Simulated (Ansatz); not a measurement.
# Sn on Al(111), ontop start, 2x2 cell: work function, bands and core levels, part 2 of 3

Wanted: core-level shifts and unfolded surface bands for Sn on Al(111), ontop start, 2x2 cell.

Ansatz 0.2.0; DFT, PBE, plane-wave PAW, default files, scalar-relativistic (the session's first sound run).

So far, work function, upper face (eV): step 2 (the clean face) 4.02; step 3 (relaxing the atoms) 4.25.

### 4. Bands by layer (continued)

A(k,E), middle over k along the path and E. Zero: Fermi level.

Ten even steps from '_' (0.01 eV⁻¹) to '@' (1.80 eV⁻¹), each cell a mean:
```
....::..::::----__________________--::..::........::..::--..
..::....::==++____________________......____..__..::--==::..
::::..--------______..........____..--::....__::..==--::..::
--..::--::++..______________________::....__....::..::::::--
..::--::--::________________________..::::..........--::::..
::--::--==--________________________..::..__::______..--::::
....::====..__________________________....::......::--::....
::::::----__________............______::::..__::::::::==....
==..::##..______________________________::........____..====
..==##..__..__________________________..==....________--==..
==**==::____..______________________..____........::::----==
****::__..____......____________....____..--..::----::__==**
@@==..____________..............________....::::....__::==@@
==....________________________________..__::--____..====++**
..--....____..______________________..____..--++++==::++++__
____..__..____....________________..______..::....--%%++____
__::::__....________..__________________..__..%%@@##::______
____::::__....________........________......::....__________
____..........______________________....__..::______________
______--..__......______________......__..::..______________
________--......................________..::________________
________....______________________......::..________________
```
Columns: k along the path (Å⁻¹) from 0 to 3.47; rows upwards: E (eV) from -7.7 to 3.60.

A(k,E), bottom over k along the path and E. Zero: Fermi level.

Ten even steps from '_' (0.00 eV⁻¹) to '@' (1.58 eV⁻¹), each cell a mean:
```
::::++::----==--::..__________....--==..==::..::::--::--==::
::++::..--**++....::..______....::::..::....::..::--++++==::
++==::--====--......::--==----::....==--..--..--::==**----==
++::--==--**::____________________..::::::....::--::::====++
::--++--**--....____________________::--::::::::..::==--++--
--==--++++--......______________....::--....--........==----
..::--**==........::..________....__..::::--::::::--++--....
::==**==--____......::--------::......::==::..==++==--++--::
**--==++::..____________________________--::----::....::++##
::**##..__::..________________________::==--::______..--++::
####==--____::..__________________..::..__::--....----==--++
@@**::..::____::::..__________..::::..__..==..======--..++@@
%%==..__....______..::::::::::::..______::::--::::....==**##
--......__::..________......__________::....==....::##**====
..==..::__..::____________________..::..__..--%%@@%%--====__
____::..::__..--::..____________..::..__....::::::--**--____
__..::......____....::..__......::..____....::****++..______
____::--__............::--::::::..____....::::..____________
______..::....____________________........::::______________
______::::....::..______________........::::..______________
________--::........::::::::::..........::..________________
________..::..__..______________......--..__________________
```
Columns: k along the path (Å⁻¹) from 0 to 3.47; rows upwards: E (eV) from -7.7 to 3.60.

Peaks of A(k,E) at the labelled points: for each region the eleven nearest the zero at most, each over 6 % of that point's highest, less those above the energy where the solved bands run out; weight and spread sum the levels within three half widths or 0.3 eV, so near peaks share levels. Peaks of the spectral function, the first 40 of 124 rows:

| point | weight on | E (eV) | A (1/eV) | weight near the peak | rms spread of levels (eV) |
| --- | --- | --- | --- | --- | --- |
| K | total | -2.14 | 7.528 | 2.807 | 0.069 |
| K | total | -0.86 | 3.599 | 1.878 | 0.105 |
| K | total | -0.66 | 3.841 | 1.878 | 0.105 |
| K | total | -0.16 | 2.202 | 0.6 | 0 |
| K | total | 0.36 | 0.975 | 0.752 | 0.113 |
| K | total | 0.62 | 2.078 | 0.752 | 0.113 |
| K | total | 0.98 | 0.668 | 0.108 | 0 |
| K | total | 1.56 | 2.487 | 1.099 | 0.123 |
| K | total | 1.86 | 3.899 | 1.298 | 0.043 |
| K | total | 2.28 | 2.564 | 0.781 | 0.062 |
| K | total | 2.68 | 0.956 | 0.266 | 0.091 |
| K | top | -2.14 | 1.508 | 0.539 | 0.059 |
| K | top | -1.36 | 0.198 | 0.031 | 0 |
| K | top | -0.86 | 1.321 | 0.474 | 0.082 |
| K | top | -0.16 | 1.188 | 0.354 | 0 |
| K | top | 0.34 | 0.316 | 0.131 | 0.135 |
| K | top | 0.62 | 0.278 | 0.131 | 0.135 |
| K | top | 0.98 | 0.209 | 0.042 | 0 |
| K | top | 1.56 | 0.834 | 0.332 | 0.118 |
| K | top | 1.88 | 1.162 | 0.379 | 0.041 |
| K | top | 2.28 | 0.534 | 0.157 | 0.068 |
| K | top | 2.68 | 0.238 | 0.065 | 0.087 |
| K | middle | -3.02 | 4.807 | 1.709 | 0.04 |
| K | middle | -2.14 | 2.331 | 0.881 | 0.071 |
| K | middle | -0.86 | 1.297 | 0.608 | 0.104 |
| K | middle | -0.66 | 1.105 | 0.608 | 0.104 |
| K | middle | -0.16 | 0.525 | 0.135 | 0 |
| K | middle | 0.36 | 0.37 | 0.284 | 0.118 |
| K | middle | 0.62 | 0.749 | 0.284 | 0.118 |
| K | middle | 1.88 | 1.271 | 0.434 | 0.042 |
| K | middle | 2.28 | 0.635 | 0.189 | 0.069 |
| K | bottom | -3.02 | 3.085 | 1.099 | 0.042 |
| K | bottom | -2.14 | 3.686 | 1.385 | 0.071 |
| K | bottom | -0.66 | 2.162 | 0.795 | 0.085 |
| K | bottom | -0.16 | 0.489 | 0.111 | 0 |
| K | bottom | 0.62 | 1.05 | 0.337 | 0.077 |
| K | bottom | 1.56 | 1.185 | 0.524 | 0.122 |
| K | bottom | 1.86 | 1.488 | 0.484 | 0.044 |
| K | bottom | 2.28 | 1.395 | 0.434 | 0.055 |
| K | bottom | 2.68 | 0.465 | 0.128 | 0.087 |

The DOS has structure finer than the step of the table below, so its rows give means over 1 eV, whole bins alone (the curve runs from -23.1 to 3.33 eV). Peaks (eV: height): total -21.1: 35.5, 2.4: 11.1; Al 3p -2.9: 6.00, -0.1: 5.67, 2.4: 6.36, 3.1: 5.70; Al 3s -4.5: 2.30, 0.0: 2.25, 1.5: 2.21, 2.5: 2.62; Sn 5p -1.3: 0.798, -0.1: 1.51, 1.3: 0.889, 2.3: 1.02; Sn 5s -8.0: 0.488, -7.5: 0.326, -7.0: 0.602, -4.5: 0.287.

Table of DOS by E, zero at the Fermi level; means over each step; values in states/eV/cell:

| E (eV) | total | Al 3p | Al 3s | Sn 5p | Sn 5s | Sn 4d |
| --- | --- | --- | --- | --- | --- | --- |
| -22 | 0.00385 | 0 | 0 | 0 | 0 | 0.00384 |
| -21 | 10.00 | 0.0109 | 0.00374 | 6.0e-5 | 1.2e-6 | 9.98 |
| -20 | 0 | 0 | 0 | 0 | 0 | 0 |
| -19 | 0 | 0 | 0 | 0 | 0 | 0 |
| -18 | 0 | 0 | 0 | 0 | 0 | 0 |
| -17 | 0 | 0 | 0 | 0 | 0 | 0 |
| -16 | 0 | 0 | 0 | 0 | 0 | 0 |
| -15 | 0 | 0 | 0 | 0 | 0 | 0 |
| -14 | 0 | 0 | 0 | 0 | 0 | 0 |
| -13 | 0 | 0 | 0 | 0 | 0 | 0 |
| -12 | 0 | 0 | 0 | 0 | 0 | 0 |
| -11 | 0.423 | 0.113 | 0.304 | 0.00221 | 0.00340 | 0 |
| -10 | 1.69 | 0.806 | 0.840 | 0.0116 | 0.0253 | 1.6e-4 |
| -9 | 2.58 | 1.48 | 0.979 | 0.0239 | 0.0950 | 4.2e-4 |
| -8 | 3.75 | 2.18 | 1.20 | 0.0362 | 0.332 | 6.2e-4 |
| -7 | 4.29 | 2.60 | 1.29 | 0.0170 | 0.370 | 4.6e-4 |
| -6 | 4.17 | 2.64 | 1.30 | 0.0176 | 0.179 | 4.2e-4 |
| -5 | 5.28 | 3.15 | 1.83 | 0.0535 | 0.199 | 6.9e-4 |
| -4 | 5.57 | 3.52 | 1.71 | 0.108 | 0.155 | 9.4e-4 |
| -3 | 6.30 | 4.26 | 1.56 | 0.236 | 0.141 | 0.00111 |
| -2 | 6.94 | 4.61 | 1.54 | 0.517 | 0.132 | 0.00134 |
| -1 | 6.77 | 4.12 | 1.78 | 0.637 | 0.0295 | 0.00107 |
| 0 | 8.15 | 4.82 | 1.99 | 0.940 | 0.0317 | 6.4e-4 |
| 1 | 8.20 | 4.82 | 2.06 | 0.788 | 0.0105 | 4.1e-4 |
| 2 | 8.60 | 4.94 | 2.11 | 0.751 | 0.0159 | 5.2e-4 |

Simulated valence spectra by photon energy, shown to 13 eV, since a deeper line would dwarf them at some energies; the 100 % can be that line's tail at the edge; this run's widths, added to any smearing of the DOS itself: Gaussian 0.15 eV, Lorentzian 0.2 eV plus 0.05 an eV of depth. The intensity by binding energy, zero at the Fermi level; values in % of the maximum within 13 eV:

| binding energy (eV) | 21.2 eV | 150 eV | 400 eV | 1486.7 eV | 8047.8 eV |
| --- | --- | --- | --- | --- | --- |
| -1.0 | 2.78 | 3.86 | 6.65 | 5.58 | 4.23 |
| -0.5 | 6.76 | 7.66 | 10.9 | 9.78 | 8.41 |
| 0.0 | 67.0 | 57.5 | 66.8 | 66.7 | 65.7 |
| 0.5 | 76.4 | 82.1 | 90.5 | 88.1 | 86.3 |
| 1.0 | 69.1 | 84.3 | 89.7 | 83.8 | 81.0 |
| 1.5 | 71.6 | 90.6 | 95.7 | 89.8 | 91.1 |
| 2.0 | 52.3 | 87.2 | 88.0 | 79.0 | 81.3 |
| 2.5 | 48.2 | 97.2 | 94.5 | 84.2 | 94.9 |
| 3.0 | 34.2 | 87.8 | 85.5 | 74.8 | 81.1 |
| 3.5 | 25.2 | 77.6 | 76.3 | 67.7 | 74.7 |
| 4.0 | 19.8 | 73.3 | 72.6 | 65.0 | 73.5 |
| 4.5 | 19.0 | 82.8 | 81.3 | 74.3 | 88.9 |
| 5.0 | 14.7 | 73.4 | 72.9 | 66.7 | 79.6 |
| 5.5 | 12.5 | 69.1 | 68.6 | 61.9 | 73.6 |
| 6.0 | 9.76 | 64.4 | 63.7 | 57.3 | 71.1 |
| 6.5 | 9.25 | 74.4 | 71.8 | 65.5 | 87.9 |
| 7.0 | 9.21 | 81.4 | 77.4 | 70.9 | 98.6 |
| 7.5 | 8.90 | 69.5 | 68.4 | 62.3 | 83.3 |
| 8.0 | 10.1 | 73.7 | 72.6 | 66.3 | 89.0 |
| 8.5 | 9.38 | 59.1 | 61.6 | 55.6 | 68.8 |
| 9.0 | 7.82 | 42.4 | 48.6 | 43.2 | 47.3 |
| 9.5 | 6.92 | 33.5 | 42.5 | 37.9 | 37.8 |
| 10.0 | 5.08 | 23.2 | 34.4 | 30.6 | 27.7 |
| 10.5 | 3.59 | 15.8 | 28.6 | 25.2 | 20.5 |
| 11.0 | 1.98 | 9.17 | 22.7 | 18.6 | 12.4 |
| 11.5 | - | 5.22 | 19.7 | 14.8 | 7.13 |
| 12.0 | - | 3.88 | 19.9 | 14.3 | 5.48 |
| 12.5 | - | 3.31 | 21.2 | 15.0 | 4.86 |

Maxima picked by a test of local sharpness, so broad peaks and shoulders can be missing; peaks within 0.45 eV of a curve's cut are left out. Valence peaks, by row:

| photon energy (eV) | binding energy (eV) | height (% of the maximum within 13 eV) | main shell | its share (%) |
| --- | --- | --- | --- | --- |
| 21.2 | 8.15 | 10.31 | Al 3s | 50.48 |
| 21.2 | 4.45 | 19.24 | Sn 5p | 46.98 |
| 21.2 | 2.25 | 54.28 | Sn 5p | 81.35 |
| 21.2 | 1.3 | 74.75 | Sn 5p | 86.07 |
| 21.2 | 0.2 | 100 | Sn 5p | 90.46 |
| 150 | 21.1 | 243.8 | Sn 4d | 99.81 |
| 150 | 8 | 73.94 | Sn 5s | 47.72 |
| 150 | 6.9 | 82.45 | Sn 5s | 49.45 |
| 150 | 4.55 | 83.24 | Al 3p | 34.21 |
| 150 | 3.7 | 79.97 | Al 3p | 40.12 |
| 150 | 2.85 | 92.9 | Al 3p | 42.91 |
| 150 | 2.35 | 100 | Al 3p | 42.54 |
| 150 | 1.65 | 92.07 | Al 3p | 40.19 |
| 150 | 0.25 | 87.9 | Al 3p | 41.47 |
| 400 | 21.1 | 3502 | Sn 4d | 99.99 |
| 400 | 8.05 | 72.83 | Sn 5s | 38.7 |
| 400 | 6.9 | 78.14 | Sn 5s | 42.07 |
| 400 | 4.55 | 81.71 | Al 3s | 41.01 |
| 400 | 3.7 | 78.52 | Al 3s | 40.47 |
| 400 | 2.35 | 97.4 | Al 3s | 28.55 |
| 400 | 1.6 | 96.5 | Al 3s | 33.71 |
| 400 | 0.2 | 100 | Sn 5p | 40.99 |
| 1487 | 21.1 | 2381 | Sn 4d | 99.99 |
| 1487 | 8.05 | 66.47 | Sn 5s | 44.17 |
| 1487 | 6.9 | 71.62 | Sn 5s | 47.81 |
| 1487 | 4.55 | 74.79 | Al 3s | 52.68 |
| 1487 | 3.75 | 70.01 | Al 3s | 53.34 |
| 1487 | 2.35 | 86.77 | Al 3s | 36.86 |
| 1487 | 1.6 | 90.27 | Al 3s | 41.2 |
| 1487 | 0.2 | 100 | Sn 5p | 50.84 |
| 8048 | 21.1 | 464.2 | Sn 4d | 99.93 |
| 8048 | 8 | 89.25 | Sn 5s | 66.26 |
| 8048 | 6.9 | 100 | Sn 5s | 68.36 |
| 8048 | 4.55 | 89.8 | Al 3s | 46.6 |
| 8048 | 3.75 | 78.64 | Al 3s | 50.22 |
| 8048 | 2.4 | 97.05 | Sn 5s | 39.39 |
| 8048 | 1.6 | 92.42 | Al 3s | 42.1 |
| 8048 | 0.2 | 99.19 | Sn 5p | 50.85 |

The planar mean, electrostatic potential oscillates, so the rows of the table below give means over windows of 1 Å about each position, cut where the curve ends. Its maxima inside the range that stand out by 2 % of the span (Å: eV): 8.7: -0.584, 11.0: -0.713, 13.4: -0.626, 16.6: 1.84. Its minima: 7.5: -7.30, 9.8: -7.46, 12.1: -7.44, 14.5: -7.37, 17.2: 1.15.

From the Fermi level. Table of planar mean, electrostatic potential by z; means over each step:

| z (Å) | planar mean, electrostatic potential (eV) |
| --- | --- |
| 0 | 4.16 |
| 1 | 4.13 |
| 2 | 4.12 |
| 3 | 4.12 |
| 4 | 4.11 |
| 5 | 3.98 |
| 6 | 2.49 |
| 7 | -5.03 |
| 8 | -5.25 |
| 9 | -3.14 |
| 10 | -6.88 |
| 11 | -2.18 |
| 12 | -6.91 |
| 13 | -3.00 |
| 14 | -5.48 |
| 15 | -4.95 |
| 16 | 0.657 |
| 17 | 1.54 |
| 18 | 3.35 |
| 19 | 4.17 |
| 20 | 4.24 |
| 21 | 4.25 |
| 22 | 4.25 |
| 23 | 4.24 |
| 24 | 4.20 |

Shapes are the site's partial DOS without matrix elements, which overweights lines from ligand s bands. The intensity by emission energy less the core level's binding energy, zero at the Fermi level; read off at these points; values in % of the unpolarised maximum:

| emission energy less the core level's binding energy (eV) | Al K-beta | Al K-beta, E along x | Al K-beta, E along y | Al K-beta, E along z | Al L2,3 |
| --- | --- | --- | --- | --- | --- |
| -23.0 | 0.247 | 0.252 | 0.252 | 0.237 | 0.127 |
| -22.0 | 0.308 | 0.308 | 0.308 | 0.308 | 0.169 |
| -21.0 | 0.397 | 0.388 | 0.387 | 0.413 | 0.254 |
| -20.0 | 0.380 | 0.385 | 0.385 | 0.369 | 0.208 |
| -19.0 | 0.414 | 0.426 | 0.426 | 0.389 | 0.227 |
| -18.0 | 0.481 | 0.497 | 0.497 | 0.447 | 0.271 |
| -17.0 | 0.575 | 0.596 | 0.595 | 0.533 | 0.334 |
| -16.0 | 0.707 | 0.733 | 0.733 | 0.652 | 0.428 |
| -15.0 | 0.898 | 0.932 | 0.932 | 0.826 | 0.574 |
| -14.0 | 1.19 | 1.24 | 1.24 | 1.10 | 0.823 |
| -13.0 | 1.71 | 1.78 | 1.78 | 1.57 | 1.33 |
| -12.0 | 2.83 | 2.95 | 2.94 | 2.60 | 2.81 |
| -11.0 | 6.94 | 7.21 | 7.21 | 6.39 | 15.6 |
| -10.0 | 18.6 | 19.6 | 19.6 | 16.7 | 38.1 |
| -9.0 | 32.3 | 34.3 | 34.3 | 28.2 | 47.9 |
| -8.0 | 45.0 | 46.3 | 46.2 | 42.5 | 57.5 |
| -7.0 | 54.2 | 55.1 | 55.1 | 52.3 | 62.9 |
| -6.0 | 58.9 | 62.8 | 62.8 | 51.1 | 65.4 |
| -5.0 | 67.3 | 74.0 | 74.0 | 53.9 | 85.7 |
| -4.0 | 76.5 | 85.6 | 85.7 | 58.1 | 82.7 |
| -3.0 | 93.3 | 96.6 | 96.6 | 86.8 | 81.5 |
| -2.8 | 96.9 | 97.8 | 97.8 | 95.0 | 80.5 |
| -2.4 | 99.9 | 96.3 | 96.3 | 107 | 72.1 |
| -2.0 | 96.7 | 92.2 | 92.3 | 105 | 77.7 |
| -1.5 | 92.0 | 82.9 | 82.9 | 110 | 84.4 |
| -1.0 | 89.3 | 82.3 | 82.4 | 102 | 90.0 |
| 0.0 | 55.2 | 45.2 | 45.2 | 65.4 | 55.1 |
| 1.0 | 7.24 | 6.47 | 6.47 | 8.03 | 1.02 |

Sums over each group's atoms; left-over states aren't shared out by site. Site centres, by row:

| group | element | shell | occupied states | centre of occupied part (eV) | centre up to the window's top (eV) |
| --- | --- | --- | --- | --- | --- |
| adsorbate | Sn | 5s | 1.682 | -5.822 | -5.553 |
| adsorbate | Sn | 5p | 2.203 | -1.827 | -0.00967 |
| adsorbate | Sn | 4d | 9.992 | -21.08 | -21.08 |
| layer 1 | Al | 3s | 3.884 | -4.766 | -2.718 |
| layer 1 | Al | 3p | 7.972 | -3.981 | -2.011 |
| layer 2 | Al | 3s | 3.67 | -4.866 | -2.718 |
| layer 2 | Al | 3p | 8.164 | -4.346 | -2.386 |
| layer 3 | Al | 3s | 3.69 | -4.852 | -2.663 |
| layer 3 | Al | 3p | 8.141 | -4.352 | -2.388 |
| other layers | Al | 3s | 4.11 | -4.453 | -2.693 |
| other layers | Al | 3p | 7.669 | -3.642 | -1.483 |

Window up to 3.3 eV. Shell moments, by row:

| element | shell | occupied states an atom | centre of occupied part (eV) | rms width of occupied part (eV) | centre up to the window's top (eV) | rms width up to the window's top (eV) |
| --- | --- | --- | --- | --- | --- | --- |
| Sn | 5s | 1.682 | -5.822 | 2.252 | -5.553 | 2.636 |
| Sn | 5p | 2.203 | -1.827 | 1.857 | -0.00967 | 2.257 |
| Sn | 4d | 9.992 | -21.08 | 0.4897 | -21.08 | 0.5851 |
| Al | 3s | 0.9596 | -4.726 | 3.003 | -2.698 | 3.933 |
| Al | 3p | 1.997 | -4.088 | 2.745 | -2.057 | 3.607 |

Shapes are the site's partial DOS without matrix elements, which overweights lines from ligand s bands. Emission peaks, by row:

| line | energy (eV) | height (%) |
| --- | --- | --- |
| Al K-beta | -2.4 | 100 |
| Al K-beta, E along x | -2.8 | 97.86 |
| Al K-beta, E along x | -1.1 | 82.68 |
| Al K-beta, E along y | -2.8 | 97.9 |
| Al K-beta, E along y | -1.1 | 82.73 |
| Al K-beta, E along z | -6.7 | 54.17 |
| Al K-beta, E along z | -2.3 | 107.9 |
| Al K-beta, E along z | -1.45 | 110.1 |
| Al L2,3 | -8.15 | 57.95 |
| Al L2,3 | -6.6 | 64.98 |
| Al L2,3 | -4.55 | 91.27 |
| Al L2,3 | -3.75 | 85.15 |
| Al L2,3 | -2.9 | 82 |
| Al L2,3 | -0.5 | 100 |

The spectra weight each projected shell by its atomic cross section (Dirac–Hartree–Slater) and angular factor, for linear light with the analyser at 30° from the polarisation. Broadening, on top of any smearing of the DOS itself: a Gaussian of 0.15 eV and a Lorentzian of 0.2 eV plus 0.05 times the binding energy (full widths), Fermi edge at 300 K. Each atom is damped by exp[−depth/(λ cos θ)], θ = 75° from the normal, λ from the universal curve. Curves are cut 10 eV under the photon energy, above any shell that the free atom's threshold puts out of reach, or at the lower edge of the window: 11.2 eV at 21.2 eV, 23.1 eV at 150 eV, 23.1 eV at 400 eV, 23.1 eV at 1486.7 eV and 23.1 eV at 8047.8 eV. Dipole terms alone, which is rough above 3 keV; no background, satellites or final-state effects.

Share of each shell in the spectrum's area (%), by photon energy:

| shell | 21.2 eV | 150 eV | 400 eV | 1486.7 eV | 8047.8 eV |
| --- | --- | --- | --- | --- | --- |
| Sn 5s | 0.1 | 15.9 | 2.1 | 3.1 | 19.2 |
| Sn 5p | 70.7 | 4.8 | 1.3 | 2.3 | 7.0 |
| Sn 4d | 0.0 | 38.5 | 90.5 | 87.4 | 52.8 |
| Al 3s | 21.5 | 18.4 | 3.7 | 6.2 | 20.4 |
| Al 3p | 7.7 | 22.3 | 2.4 | 1.0 | 0.5 |

(Part 2 of 3 ends here.)

[Logs are printed without paths, hosts, clocks, repeated set-up lines and the standing remarks that a program may print on its own settings, such as how far it seeks lower states.]

[Hosts, paths, dates, database ids (printed as entryN), source tags and the programs' standing remarks are cut or masked in the printed files.]

[Maps of the electrostatic potential energy from Ansatz leave out the sawtooth potential of an applied field or a dipole correction, so their vacuum need not be flat; work functions include it.]
